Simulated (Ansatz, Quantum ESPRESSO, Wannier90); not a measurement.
# Ballistic channels from Wannier functions: zigzag Rh chain, bond 2.30 Å, width 1.6 Å, part 3 of 5

How many channels does the wire offer, and does a small Wannier basis get them right? The wire: zigzag Rh chain, bond 2.30 Å, width 1.6 Å.

Quantum ESPRESSO 7.5 and Wannier90 3.1.0; plane-wave DFT, LDA, GBRV ultrasoft pseudopotentials; cross-check by Ansatz 0.2.0 with PAW datasets.

So far. Step 2 (Self-consistent run): The run needed 14 iterations to bring the estimated error under 1e-07 Ry; the largest force on any atom, held or free, is 0.86 eV/Å.

**6. Wannier functions and transport**

Level of this step: maximally localised Wannier functions and ballistic conductance; plane-wave DFT, LDA, GBRV ultrasoft pseudopotentials (Wannier90).

After disentangling and localising, transport_mode = bulk builds principal layers from hoppings within dist_cutoff and counts open channels.

Input file wan.win:

```
num_wann = 18
num_bands = 39
num_iter = 200
num_print_cycles = 20
conv_tol = 1e-8
conv_window = 5
guiding_centres = true
dis_num_iter = 1500
dis_conv_tol = 1e-8
dis_win_min = -12.8959
dis_win_max = 7.1041
dis_froz_max = -0.3959
search_shells = 120
fermi_energy = -1.8959

transport = true
transport_mode = bulk
one_dim_axis = z
dist_cutoff = 16.42
dist_cutoff_mode = one_dim
tran_win_min = -4.0
tran_win_max = 2.0
tran_energy_step = 0.02

bands_plot = true
bands_num_points = 96
begin kpoint_path
G 0.0 0.0 0.0 Z 0.0 0.0 0.5
end kpoint_path

begin projections
Rh:s;p;d
end projections

begin unit_cell_cart
ang
  9.0000000000 0.0000000000 0.0000000000
  0.0000000000 8.0000000000 0.0000000000
  0.0000000000 0.0000000000 3.3045423284
end unit_cell_cart

begin atoms_frac
  Rh -0.0888888889 0.0000000000 0.0000000000
  Rh 0.0888888889 0.0000000000 0.5000000000
end atoms_frac

mp_grid = 1 1 10
begin kpoints
  0.0 0.0 0.0000000000
  0.0 0.0 0.1000000000
  0.0 0.0 0.2000000000
  0.0 0.0 0.3000000000
  0.0 0.0 0.4000000000
  0.0 0.0 0.5000000000
  0.0 0.0 0.6000000000
  0.0 0.0 0.7000000000
  0.0 0.0 0.8000000000
  0.0 0.0 0.9000000000
end kpoints
```

Launch:

```console
$ OMP_NUM_THREADS=1 wannier90.x wan > wan.run.log
```

The log of the run:

```text
[banner, memory and clock lines left out]
+---------------------------------------------------+
             |                                                   |
             |                   WANNIER90                       |
             |                                                   |
             +---------------------------------------------------+
             |                                                   |
             |        Welcome to the Maximally-Localized         |
             |        Generalized Wannier Functions code         |
             |                             |
             |                                                   |
             |                                                   |
             |  Wannier90 Developer Group:                       |
             |    Giovanni Pizzi    (EPFL)                       |
             |    Valerio Vitale    (Cambridge)                  |
             |    David Vanderbilt  (Rutgers University)         |
             |    Nicola Marzari    (EPFL)                       |
             |    Ivo Souza         (Universidad del Pais Vasco) |
             |    Arash A. Mostofi  (Imperial College London)    |
             |    Jonathan R. Yates (University of Oxford)       |
             |                                                   |
             |  For the full list of Wannier90 3.x authors,      |
             |  please check the code documentation and the      |
             |  README on the GitHub page of the code            |
             |                                                   |
             |                                                   |
             |                                                   |
             |  [ref] "Wannier90 as a community code:            |
             |        new features and applications",            |
             |        165902 (2020).                             |
             |            |
             |                                                   |
             |  in any publications arising from the use of      |
             |                                                   |
             |  [ref] "Maximally Localized Generalised Wannier   |
             |         Functions for Composite Energy Bands"     |
             |         N. Marzari and D. Vanderbilt              |
             |         Phys. Rev. B 56 12847 (1997)              |
             |                                                   |
             |  [ref] "Maximally Localized Wannier Functions     |
             |         for Entangled Energy Bands"               |
             |         I. Souza, N. Marzari and D. Vanderbilt    |
             |         Phys. Rev. B 65 035109 (2001)             |
             |                                                   |
             |                                                   |
             | Copyright (c) 1996-2020                           |
             |        The Wannier90 Developer Group and          |
             |        individual contributors                    |
             |                                                   |
             |      Release: 3.1.0        5th March    2020      |
             |                                                   |
             | This program is free software; you can            |
             | redistribute it and/or modify it under the terms  |
             | of the GNU General Public License as published by |
             | the Free Software Foundation; either version 2 of |
             | the License, or (at your option) any later version|
             |                                                   |
             | This program is distributed in the hope that it   |
             | will be useful, but WITHOUT ANY WARRANTY; without |
             | even the implied warranty of MERCHANTABILITY or   |
             | FITNESS FOR A PARTICULAR PURPOSE. See the GNU     |
             | General Public License for more details.          |
             |                                                   |
             | You should have received a copy of the GNU General|
             | Public License along with this program; if not,   |
             | write to the Free Software Foundation, Inc.,      |
             | 675 Mass Ave, Cambridge, MA 02139, USA.           |
             |                                                   |
             +---------------------------------------------------+
[date or host left out]
             +---------------------------------------------------+

 ******************************************************************************
 * -> Using CODATA 2006 constant values                                       *
 *    (                      *
 * -> Using Bohr value from CODATA                                            *
 ******************************************************************************

 Running in serial (with parallel executable)

                                    ------
                                    SYSTEM
                                    ------

                              Lattice Vectors (Ang)
                    a_1     9.000000   0.000000   0.000000
                    a_2     0.000000   8.000000   0.000000
                    a_3     0.000000   0.000000   3.304542

                   Unit Cell Volume:     237.92705  (Ang^3)

                        Reciprocal-Space Vectors (Ang^-1)
                    b_1     0.698132   0.000000   0.000000
                    b_2     0.000000   0.785398   0.000000
                    b_3     0.000000   0.000000   1.901378

 *----------------------------------------------------------------------------*
 |   Site       Fractional Coordinate          Cartesian Coordinate (Ang)     |
 +----------------------------------------------------------------------------+
 | Rh   1  -0.08889   0.00000   0.00000   |   -0.80000   0.00000   0.00000    |
 | Rh   2   0.08889   0.00000   0.50000   |    0.80000   0.00000   1.65227    |
 *----------------------------------------------------------------------------*
                                ------------
                                K-POINT GRID
                                ------------

             Grid size =  1 x  1 x 10      Total points =   10

 *---------------------------------- MAIN ------------------------------------*
 |  Number of Wannier Functions               :                18             |
 |  Number of Objective Wannier Functions     :                18             |
 |  Number of input Bloch states              :                39             |
[...]
Delta: O_D= -0.3763152E-01 O_OD= -0.7759153E-01 O_TOT= -0.1152230E+00 <-- DLTA
 Cycle:     60
[...]
Sum of centres and spreads (  3.350412, -1.512608,  8.258552 )    42.26945717

     60    -0.201E-01     0.9438045726       42.2694571719       2.34  <-- CONV
        O_D=      0.5471240 O_OD=     10.3522940 O_TOT=     42.2694572 <-- SPRD
 Delta: O_D=  0.1760381E-01 O_OD= -0.3769258E-01 O_TOT= -0.2008877E-01 <-- DLTA
 Cycle:     80
[...]
Sum of centres and spreads (  3.317512, -1.339744,  8.258582 )    42.13883947

     80    -0.120E-01     3.0516026939       42.1388394671       2.40  <-- CONV
        O_D=      0.5107101 O_OD=     10.2580902 O_TOT=     42.1388395 <-- SPRD
 Delta: O_D= -0.8060862E-02 O_OD= -0.3975390E-02 O_TOT= -0.1203625E-01 <-- DLTA
 Cycle:    100
[...]
Sum of centres and spreads (  3.399415, -1.413607,  8.258500 )    44.49899186

    100     0.129E+01    47.7693092367       44.4989918553       2.45  <-- CONV
        O_D=      0.6745664 O_OD=     12.4543862 O_TOT=     44.4989919 <-- SPRD
 Delta: O_D= -0.6633873E-01 O_OD=  0.1354636E+01 O_TOT=  0.1288297E+01 <-- DLTA

 Writing checkpoint file wan.chk... done

 Cycle:    120
[...]
Sum of centres and spreads (  3.259555, -1.442631,  8.259268 )    42.03080850

    120    -0.312E-02     1.1627967919       42.0308085034       2.51  <-- CONV
        O_D=      0.5012068 O_OD=     10.1595625 O_TOT=     42.0308085 <-- SPRD
 Delta: O_D= -0.1783987E-02 O_OD= -0.1334305E-02 O_TOT= -0.3118292E-02 <-- DLTA
 Cycle:    140
[...]
Sum of centres and spreads (  3.256217, -1.426392,  8.259281 )    42.01928318

    140    -0.610E-04     0.7108729511       42.0192831822       2.56  <-- CONV
        O_D=      0.4968961 O_OD=     10.1523479 O_TOT=     42.0192832 <-- SPRD
 Delta: O_D= -0.2306602E-04 O_OD= -0.3797342E-04 O_TOT= -0.6103944E-04 <-- DLTA
 Cycle:    160
[...]
Sum of centres and spreads (  3.255361, -1.421206,  8.259284 )    42.01645534

    160    -0.151E-03     0.6859325772       42.0164553435       2.62  <-- CONV
        O_D=      0.4956764 O_OD=     10.1507397 O_TOT=     42.0164553 <-- SPRD
 Delta: O_D= -0.6552099E-04 O_OD= -0.8587108E-04 O_TOT= -0.1513921E-03 <-- DLTA
 Cycle:    180
[...]
Sum of centres and spreads (  3.254873, -1.418797,  8.259286 )    42.01498250

    180    -0.280E-04     0.5111308221       42.0149825023       2.67  <-- CONV
        O_D=      0.4950949 O_OD=     10.1498484 O_TOT=     42.0149825 <-- SPRD
 Delta: O_D= -0.8903098E-05 O_OD= -0.1910535E-04 O_TOT= -0.2800845E-04 <-- DLTA
 Cycle:    200
[...]
Sum of centres and spreads (  3.254482, -1.415016,  8.259287 )    42.01377186

    200    -0.312E-04     0.4733561983       42.0137718608       2.73  <-- CONV
        O_D=      0.4945942 O_OD=     10.1491385 O_TOT=     42.0137719 <-- SPRD
 Delta: O_D= -0.1212460E-04 O_OD= -0.1904366E-04 O_TOT= -0.3116826E-04 <-- DLTA

 Writing checkpoint file wan.chk... done

 Final State
[...]
WF centre and spread   11  (  0.011947, -1.812763, -1.649014 )     4.53347696
  WF centre and spread   12  (  1.471208, -0.771482,  1.652456 )     4.58587877
  WF centre and spread   13  (  1.406947,  1.529717,  1.653127 )     3.26380870
  WF centre and spread   14  (  0.811992,  0.000554,  1.652295 )     0.97043836
  WF centre and spread   15  (  0.780139, -0.001794,  1.647812 )     0.90708356
  WF centre and spread   16  (  0.803041, -0.000037,  1.652998 )     0.81700912
  WF centre and spread   17  (  0.832018, -0.013372,  1.652059 )     0.87575511
  WF centre and spread   18  (  0.763688,  0.009163,  1.652236 )     0.85423509
  Sum of centres and spreads (  3.254482, -1.415016,  8.259287 )    42.01377186

         Spreads (Ang^2)       Omega I      =    31.370039188
        ================       Omega D      =     0.494594215
                               Omega OD     =    10.149138458
    Final Spread (Ang^2)       Omega Total  =    42.013771861
 Time for wannierise            0.548 (sec)

 Writing checkpoint file wan.chk... done

 *---------------------------------------------------------------------------*
 |                               PLOTTING                                    |
 *---------------------------------------------------------------------------*

 Translated centres
    translation centre in fractional coordinate:  0.000000  0.000000  0.250000
  WF centre     1  ( -1.858720, -0.489699, -0.074222 )
  WF centre     2  (  4.058947, -0.802808, -0.004618 )
  WF centre     3  ( -1.419053, -0.234993,  1.659181 )
  WF centre     4  ( -1.425958,  1.274477,  0.002464 )
  WF centre     5  ( -0.764556, -0.006952, -0.003331 )
  WF centre     6  ( -0.843170, -0.006862,  0.073723 )
  WF centre     7  ( -0.803686,  0.011658,  0.002766 )
  WF centre     8  ( -0.811384, -0.083724, -0.000091 )
  WF centre     9  ( -0.752183,  0.021885, -0.000273 )
  WF centre    10  (  0.993265, -0.037985, -0.005738 )
  WF centre    11  (  0.011947, -1.812763,  1.655529 )
  WF centre    12  (  1.471208, -0.771482,  1.652456 )
  WF centre    13  (  1.406947,  1.529717,  1.653127 )
  WF centre    14  (  0.811992,  0.000554,  1.652295 )
  WF centre    15  (  0.780139, -0.001794,  1.647812 )
  WF centre    16  (  0.803041, -0.000037,  1.652998 )
  WF centre    17  (  0.832018, -0.013372,  1.652059 )
  WF centre    18  (  0.763688,  0.009163,  1.652236 )

 Calculating interpolated band-structure

 Time to calculate interpolated band structure       0.032 (sec)

 Time for plotting              0.036 (sec)

 *---------------------------------------------------------------------------*
 |                              TRANSPORT                                    |
 *---------------------------------------------------------------------------*

 Calculation of Quantum Conductance and DoS: bulk mode

 Maximum imaginary part of the real-space Hamiltonian:     0.166068

     Maximum real part of the real-space Hamiltonian at each lattice point
            Lattice point R           Max |H_ij(R)|
                  -6                     0.000000
                  -5                     0.010328
                  -4                     0.032288
                  -3                     0.062005
                  -2                     0.230162
                  -1                     1.234123
                   0                     4.268678
                   1                     1.234123
                   2                     0.230162
                   3                     0.062005
                   4                     0.032288
                   5                     0.010328
                   6                     0.000000

 Number of unit cells inside the principal layer:     5
 Number of Wannier Functions inside the principal layer:    90

 Calculating quantum conductance and density of states... done

 Time for transport            15.014 (sec)
 Total Execution Time          17.877 (sec)

 *===========================================================================*
 |                             TIMING INFORMATION                            |
 *===========================================================================*
 |    Tag                                                Ncalls      Time (s)|
 |---------------------------------------------------------------------------|
 |kmesh: get                                        :         1         0.012|
 |overlap: allocate                                 :         1         0.000|
 |overlap: read                                     :         1         0.077|
 |dis: main                                         :         1         2.184|
 |wann: main                                        :         1         0.548|
 |plot: main                                        :         1         0.036|
 |tran: main                                        :         1        15.014|
 *---------------------------------------------------------------------------*

 All done: wannier90 exiting
[key lines of the parts left out:]
|  Fermi energy (eV)                         :            -1.896             |
```

The job ended after 18 s (1 MPI rank of Arm Neoverse V1, shared host; peak memory 0.09 GiB).

Numbers from this step:

| Quantity | Value |
| --- | --- |
| lead channels at the Fermi level, one spin | 6.000 |
| total spread | 42.01 Å² |
| gauge-invariant spread | 31.37 Å² |
| largest misfit to plane-wave levels between mesh points, inside the frozen window | 0.07013 eV |

Per spin. The quantum conductance of the perfect wire, open channels by energy, zero at the Fermi level:

```tsv
energy (eV)	quantum conductance of the perfect wire, open channels
-4.000	1
-3.800	2
-3.600	3
-3.400	3
-3.200	3
-3.000	3
-2.800	5.00
-2.600	3
-2.400	3
-2.200	2
-2.000	2
-1.800	1
-1.600	1
-1.400	2
-1.200	2
-1.020	2
-0.800	2
-0.600	1.00
-0.400	2.99
-0.200	3
0.000	6.00
0.200	2
0.400	2
0.600	2
0.800	2
1.000	2
1.200	2
1.400	2
1.600	2
1.800	2
2.000	2
```

Wannier functions:

```tsv
no.	x (Å)	y (Å)	z (Å)	spread (Å²)
1	-1.859	-0.4897	-0.07422	2.683
2	4.059	-0.8028	-0.004618	5.238
3	-1.419	-0.235	-1.645	5.616
4	-1.426	1.274	0.002464	3.445
5	-0.7646	-0.006952	-0.003331	0.9689
6	-0.8432	-0.006862	0.07372	0.9842
7	-0.8037	0.01166	0.002766	0.8339
8	-0.8114	-0.08372	-9.10e-5	0.9123
9	-0.7522	0.02189	-2.73e-4	0.859
10	0.9933	-0.03798	-0.005738	3.666
11	0.01195	-1.813	-1.649	4.533
12	1.471	-0.7715	1.652	4.586
13	1.407	1.53	1.653	3.264
14	0.812	5.54e-4	1.652	0.9704
15	0.7801	-0.001794	1.648	0.9071
16	0.803	-3.70e-5	1.653	0.817
17	0.832	-0.01337	1.652	0.8758
18	0.7637	0.009163	1.652	0.8542
```

The electronic bands at the labelled points (eV, zero at the Fermi level; # counts the bands kept):

```tsv
point	#6	#7	#8	#9	#10	#11	#12	#13
Γ	-1.43	-0.62	-0.04	0.08	0.09	1.06	1.08	2.62
halfway	-0.93	-0.21	-0.12	-0.10	-0.07	0.02	2.08	4.00
Z	-1.71	-0.40	-0.40	0.03	0.03	2.36	2.39	4.80
```

Bands and channels are those of the Wannier model: bands that were not projected, and all outside the frozen window, are missing or only approximate.

Disentanglement stopped at its cap on iterations, so these spreads are not final.

At least 1 of the functions sits far from every atom, off the bonds: the outer window has let in states of the vacuum, so the basis is not the atomic one that was projected.

**7. Neighbour list from wannier90 -pp, with dist_cutoff = 3.97**

A sensitivity test on the input.

wan_w.win is the input of step 6 with these lines changed:

```diff
@@ -18,3 +18,3 @@
 one_dim_axis = z
-dist_cutoff = 16.42
+dist_cutoff = 3.97
 dist_cutoff_mode = one_dim
```

Launch:

```console
$ OMP_NUM_THREADS=1 wannier90.x -pp wan_w > wan_w.pp.log
```

It took 0.46 s on 1 MPI rank; peak memory 0.09 GiB.

**8. Overlaps and projections**

The same post-processing, on the changed run.

Input file wan_w.p2w.in:

```
&inputpp
  prefix = 'nscf'
  outdir = './out'
  seedname = 'wan_w'
  write_mmn = .true.
  write_amn = .true.
  write_unk = .false.
/
```

Launch:

```console
$ OMP_NUM_THREADS=1 mpirun -n 2 pw2wannier90.x -in wan_w.p2w.in > wan_w.p2w.out
```

It took 8 s on 2 MPI ranks; peak memory 0.17 GiB.

[end of part 3 of 5]

[Logs are printed without paths, hosts, clocks, repeated set-up lines and the standing remarks that a program may print on its own settings, such as how far it seeks lower states.]

[Hosts, paths, dates, database ids (printed as entryN), source tags and the programs' standing remarks are cut or masked in the printed files.]

[Maps of the electrostatic potential energy from Ansatz leave out the sawtooth potential of an applied field or a dipole correction, so their vacuum need not be flat; planar profiles and work functions include it.]
